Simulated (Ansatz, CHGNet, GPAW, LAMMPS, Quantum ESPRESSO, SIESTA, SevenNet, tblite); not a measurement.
# Amorphous polyacrylonitrile (as short chains C14N4H18) at 540 K (108 atoms) in GPAW, part 2 of 2

Wanted: GPAW inputs and outputs for amorphous polyacrylonitrile (as short chains C14N4H18) at 540 K (108 atoms), checked against a plane-wave reference.

Program: GPAW 26.7.0; the method stands at each step. Banners, paths, timers and routine set-up lines are dropped from the logs unmarked, and long logs keep their key lines alone; longer cuts are marked.

So far. Step 3 (PBE, LCAO sz(dzp), h 0.18 Å): Against the first run (51 %), the force difference from the reference is 280 %, at 0.33 times the CPU time (on 1 against 2 cores), with 270 basis functions against 972: the smaller basis costs accuracy. Step 4 (PBE, grid h 0.18 Å): Against the first run (51 %), the force difference from the reference is 2.9 %, at 2.7 times the CPU time (17 SCF steps against 11).

### Step 5. RPBE, LCAO dzp, h 0.18 Å

Method: Kohn-Sham DFT, RPBE, PAW, atomic orbitals (dzp).

File run.py:

```python
import numpy as np
from ase.io import read
from gpaw import GPAW, FermiDirac
from ase.parallel import parprint as print

atoms = read("structure.xyz")
atoms.calc = GPAW(
    mode="lcao",
    basis="dzp",
    h=0.18,
    xc="RPBE",
    kpts={"size": (1, 1, 1), "gamma": True},
    occupations=FermiDirac(0.05),
    maxiter=200,
    symmetry={"point_group": False},
    txt="gpaw.txt",
)
energy = atoms.get_potential_energy(force_consistent=True)
forces = atoms.get_forces()
print(f"energy {energy:.6f} eV")
print("forces (eV/A)")
for i, (a, f) in enumerate(zip(atoms, forces)):
    print(f"{i:4d} {a.symbol:2s} {f[0]:10.5f} {f[1]:10.5f} {f[2]:10.5f}")
print(f"Fermi level {atoms.calc.get_fermi_level():.4f} eV")
for k in range(len(atoms.calc.get_ibz_k_points())):
    for s in range(atoms.calc.get_number_of_spins()):
        e = atoms.calc.get_eigenvalues(kpt=k, spin=s)
        n = np.searchsorted(e, atoms.calc.get_fermi_level())
        print(f"k {k} spin {s} levels about the Fermi level:", np.round(e[max(n - 6, 0):n], 4).tolist(), "|", np.round(e[n:n + 6], 4).tolist())
```

File structure.xyz:

```xyz
108
Lattice="10.87734 0.00000 0.00000 0.00000 10.87734 0.00000 0.00000 0.00000 10.87734" Properties=species:S:1:pos:R:3 pbc="T T T"
[... 108 atom lines left out: the same atoms as in the first run ...]
```

On the command line:

```sh
$ OMP_NUM_THREADS=1 mpirun -np 2 gpaw python run.py > output.txt
```

Output:

```text
energy -622.552542 eV
forces (eV/A)
   0 C    -1.51631    0.96048   -2.15414
   1 C     1.67830    1.31664    0.99936
   2 C     0.10943   -0.55071    2.10969
   3 C     1.48848   -1.85126   -0.90532
   4 N    -1.42083    1.76699    0.49249
   5 C    -0.87540   -1.40682   -0.84428
[...]
105 H    -1.06591    0.36913   -0.29229
 106 H    -0.27766   -0.04979    0.18328
 107 H    -0.33627    0.44227    0.46365
Fermi level -1.1715 eV
k 0 spin 0 levels about the Fermi level: [-3.0103, -3.0006, -2.8775, -2.8467, -2.8049, -2.7388] | [3.0473, 3.3102, 3.4371, 3.4972, 3.5338, 3.5593]
```

gpaw.txt:

```text
Input parameters:
  mode=LCAO(),
  basis={'default': 'dzp'},
  h=0.18,
  kpts=MonkhorstPack(size=(1, 1, 1), gamma=True),
  maxiter=200,
  occupations=Occupations(name='fermi-dirac', width=0.05, fixmagmom=False),
[... lines left out ...]
  Fermi-Dirac:
[... lines left out ...]
convergence criteria:
- Maximum [total energy] change in last 3 cyles: 0.0005 eV / valence electron
[... lines left out ...]
Converged in 11 steps
[... lines left out ...]
  Free energy:    -622.552542
[... lines left out ...]
Fermi level: -1.172
[... lines left out ...]
|        ... |               |           |
|        133 |        -3.153 |     2.000 |
|        134 |        -3.080 |     2.000 |
[...]
|        148 |         3.766 |     0.000 |
|        ... |               |           |
|        173 |         6.040 |     0.000 |
Gap: 5.786 eV
Transition (v -> c):
  (s=0, k=0, n=140, [0.00, 0.00, 0.00]) -> (s=0, k=0, n=141, [0.00, 0.00, 0.00])
No difference between direct/indirect transitions
Force computation time: 7.273  # s
```

The job ended after 54 s (2 MPI ranks of Arm Neoverse V1, shared host; peak memory 1.3 GiB).

Numbers from this run, and their distance from the reference:

* r.m.s. force component: 1.254 eV/Å
* r.m.s. difference of force components: 580.5 meV/Å
* longest difference of force vectors: 2634 meV/Å
* force difference over r.m.s. force: 53.29 %
* slope of forces against the reference's: 1.02
* correlation of force components: 0.8865
* gap (highest filled to lowest empty level): 5.786 eV
* gap difference: 0.3348 eV

Against the first run (51 %), the force difference from the reference is 53 %, at 1.0 times the CPU time; the model has changed, so this is no error of the program alone.

The difference per atom is largest on N (2.3 eV/Å on average, against 0.65 on C).

### Step 6. PBE, LCAO dzp, h 0.28 Å

Method: Kohn-Sham DFT, PBE, PAW, atomic orbitals (dzp).

Changes to run.py since step 5:

```diff
@@ -3,3 +3,2 @@
 from gpaw import GPAW, FermiDirac
-from ase.parallel import parprint as print
 
@@ -9,4 +8,4 @@
     basis="dzp",
-    h=0.18,
-    xc="RPBE",
+    h=0.28,
+    xc="PBE",
     kpts={"size": (1, 1, 1), "gamma": True},
```

structure.xyz is that of step 5.

On the command line:

```sh
$ OMP_NUM_THREADS=1 python run.py > output.txt
```

Output:

```text
energy -612.792024 eV
forces (eV/A)
   0 C    -1.49814    0.69614   -1.90600
   1 C     1.46925    1.39289    0.88216
   2 C     0.20832   -0.44547    2.24217
   3 C     1.25167   -1.80024   -1.01218
   4 N    -2.85721    1.88916    1.76029
   5 C    -1.10349   -1.40876   -1.08587
[...]
105 H    -1.25240   -0.24159    0.18894
 106 H    -0.28884    1.06405    1.31761
 107 H    -0.21470   -0.52240   -0.06741
Fermi level -1.2088 eV
k 0 spin 0 levels about the Fermi level: [-3.0947, -3.0822, -2.9523, -2.934, -2.8826, -2.8147] | [2.8917, 3.1725, 3.2845, 3.3585, 3.3787, 3.4278]
```

gpaw.txt:

```text
Input parameters:
  mode=LCAO(),
  basis={'default': 'dzp'},
  h=0.28,
  kpts=MonkhorstPack(size=(1, 1, 1), gamma=True),
  maxiter=200,
  occupations=Occupations(name='fermi-dirac', width=0.05, fixmagmom=False),
[... lines left out ...]
  Fermi-Dirac:
[... lines left out ...]
convergence criteria:
- Maximum [total energy] change in last 3 cyles: 0.0005 eV / valence electron
[... lines left out ...]
Converged in 11 steps
[... lines left out ...]
  Free energy:    -612.792024
[... lines left out ...]
Fermi level: -1.209
[... lines left out ...]
|        ... |               |           |
|        173 |         5.852 |     0.000 |
Gap: 5.706 eV
Transition (v -> c):
  (s=0, k=0, n=140, [0.00, 0.00, 0.00]) -> (s=0, k=0, n=141, [0.00, 0.00, 0.00])
No difference between direct/indirect transitions
Force computation time: 6.525  # s
timing:  # [seconds]
  Total:  46.915  # ━━━━━━━━━━━━━━━━━━━━━━━━━━━━━━━━━━━━━━━━━━━━━━━━━━━━━━━━━
  Init:    5.826  # ━━━━━━━
  SCF:    34.535  # ━━━━━━━━━━━━━━━━━━━━━━━━━━━━━━━━━━━━━━━━━━
  Forces:  6.525  # ━━━━━━━━
```

Elapsed: 48 s, on 1 thread; peak memory 0.43 GiB.

Numbers from this run, and their distance from the reference:

| Item | Value |
| --- | --- |
| r.m.s. force component | 1.452 eV/Å |
| r.m.s. difference of force components | 930.3 meV/Å |
| longest difference of force vectors | 4056 meV/Å |
| force difference over r.m.s. force | 85.39 % |
| slope of forces against the reference's | 1.023 |
| correlation of force components | 0.7686 |
| gap (highest filled to lowest empty level) | 5.706 eV |
| gap difference | 0.2551 eV |
| energy less the same-level run's | 294.1 meV/atom |
| r.m.s. force difference from the same-level run | 744 meV/Å |

This is a coarse setting, run to see what it loses.

Against the first run (51 %), the force difference from the reference is 85 %, at 0.46 times the CPU time (on 1 against 2 cores): the grid matters here.

The forces add up to 11 eV/Å instead of zero, usually a sign of too coarse a grid.

### Step 7. Side by side

Differences are against the plane-wave reference, forces as r.m.s. over components; share is that over the reference's r.m.s. force, slope the least-squares factor from reference forces to these. Total energies of different programs have different zeros and aren't compared.

| run | Δ force, r.m.s. (meV/Å) | share (%) | slope | Δ gap (eV) | cores | CPU time | memory (GiB) |
| --- | --- | --- | --- | --- | --- | --- | --- |
| reference | - | - | - | - | 4 | 5.9 min | 2.8 |
| GPAW PBE, LCAO dzp, h 0.18 Å | 551 | 50.6 | 1.017 | 0.240 | 2 | 1.7 min | 1.3 |
| GPAW PBE, LCAO sz(dzp), h 0.18 Å (coarse) | 3054 | 280 | 0.988 | 0.562 | 1 | 35 s | 0.85 |
| GPAW PBE, grid h 0.18 Å | 31.2 | 2.86 | 1.002 | -0.0017 | 2 | 4.6 min | 2.1 |
| GPAW RPBE, LCAO dzp, h 0.18 Å | 581 | 53.3 | 1.020 | 0.335 | 2 | 1.8 min | 1.3 |
| GPAW PBE, LCAO dzp, h 0.28 Å (coarse) | 930 | 85.4 | 1.023 | 0.255 | 1 | 48 s | 0.43 |

Rows marked coarse were listed beforehand as settings not expected to be converged; some can still land near the reference.

CPU time is summed over cores on a shared host, where runs went side by side, so it is rough. Symmetry, cutoffs, thresholds, outputs and thread counts weren't matched or tuned between programs; memory under MPI is the largest rank's times the ranks.

Within one program, basis, potentials and functional, energies share a zero. Each run against its twin at the usual cutoff or grid and solver:

| run | twin | Δ energy (meV/atom) | Δ force, r.m.s. (meV/Å) | CPU time over the twin's |
| --- | --- | --- | --- | --- |
| GPAW PBE, LCAO dzp, h 0.28 Å | LCAO dzp, h 0.18 Å | 294 | 744 | 0.46 (this twin ran on 2 cores) |

### Step 8. What came out

```
nearest in forces : GPAW PBE, grid h 0.18 Å, 2.9 %
its CPU time      : 4.6 min
```

PBE on plane waves or a grid with other potentials, cutoffs or grids, coarse settings apart, differs from the reference by 2.9 % (GPAW PBE, grid h 0.18 Å) of the r.m.s. force; this holds the reference's own error, so differences of a few per cent don't tell which side is nearer the exact PBE result. The PBE run in local orbitals, coarse settings apart, differs by 51 % (GPAW PBE, LCAO dzp, h 0.18 Å); basis, grid and potentials can all enter, and differences of this size make the forces unusable. Rows with another functional or a dispersion term differ by 53 % (GPAW RPBE, LCAO dzp, h 0.18 Å), which mixes the change of model with differences of basis and potentials. Runs with settings chosen to be coarse differ by 85 % (GPAW PBE, LCAO dzp, h 0.28 Å) to 280 % (GPAW PBE, LCAO sz(dzp), h 0.18 Å), their programs' other errors included. Of the electronic-structure runs that take under half the reference's CPU time, GPAW PBE, LCAO dzp, h 0.18 Å comes nearest, at 51 % in 1.7 min against 5.9 min. At the same functional, gaps differ from the reference's 5.45 eV by between -0.00 and +0.56 eV. A likely cause of the wide gaps: compact atomic orbitals describe empty levels worse than filled ones. The network of contacts between molecules at the start is that of the classical potential that made the cell, and needn't be the one that DFT or experiment would give. The reference's PBE has no dispersion term, which matters for the binding between molecules or layers. The density was typed from a rule of thumb and may lie off the real one at this temperature. The electronic-structure runs sample only Γ, in a cell whose shortest periodic width is 11 Å.

[Also dropped from logs without a mark: logging warnings of Python, and SIESTA's first energy breakdown and zero terms.]

[Logs are printed without paths, hosts, clocks, repeated set-up lines and the standing remarks that a program may print on its own settings, such as how far it seeks lower states.]

[Hosts, paths, dates, database ids (printed as entryN), source tags and the programs' standing remarks are cut or masked in the printed files.]
